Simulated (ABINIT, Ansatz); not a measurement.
An input for ABINIT 10.8.3 (CsGeBr3 (Pm-3m)):

```
acell 3*1.0 Angstrom
rprim 
  5.533327140000 0.000000000000 0.000000000000
  0.000000000000 5.533327140000 0.000000000000
  0.000000000000 0.000000000000 5.533327140000
ntypat 3
znucl 55 32 35
natom 5
typat 1 2 3 3 3
xred 
  0.000000000000 0.000000000000 0.000000000000
  0.500000000000 0.500000000000 0.500000000000
  0.500000000000 0.500000000000 0.000000000000
  0.500000000000 0.000000000000 0.500000000000
  0.000000000000 0.500000000000 0.500000000000
pp_dirpath "pseudos"
pseudos "Cs.upf, Ge.upf, Br.upf"
ecut 56
ngkpt 4 4 4
nshiftk 1
shiftk 0 0 0
kptopt 1
chksymbreak 0
iscf -2
irdden 1
istwfk *1
nband 221
nbdbuf 20
tolwfr 1e-09
nstep 60
prtvol 0
indata_prefix "in"
outdata_prefix "out"
tmpdata_prefix "tmp"
```

```sh
OMP_NUM_THREADS=1 mpirun -n 4 abinit run.abi > log
```

Estimate wall time and host memory on 4 MPI ranks of Arm Neoverse V1, shared host.

It took 15 min; on shared hardware allow 7.3 min to 29 min. Peak host memory was 1.3 GiB.

[Paths, hosts, dates, memory and timing lines, banners, echoed tables and standing remarks are left out of the program output.]

[Logs are printed without paths, hosts, clocks, repeated set-up lines and the standing remarks that a program may print on its own settings, such as how far it seeks lower states.]

[Runs of the session that timed out or met a known fault of the program may be left out.]

[Hosts, paths, dates, database ids (printed as entryN), source tags and the programs' standing remarks are cut or masked in the printed files.]

[G0W0 gaps are taken among the corrected bands and points alone; a level outside them can change the order at an edge.]

[Where Ansatz stands beside ABINIT at settings called matched, ABINIT's density can come from a denser mesh and the files from another edition; pairs whose starting gaps differed by over 0.03 eV were left out, so agreement reads better than it is.]
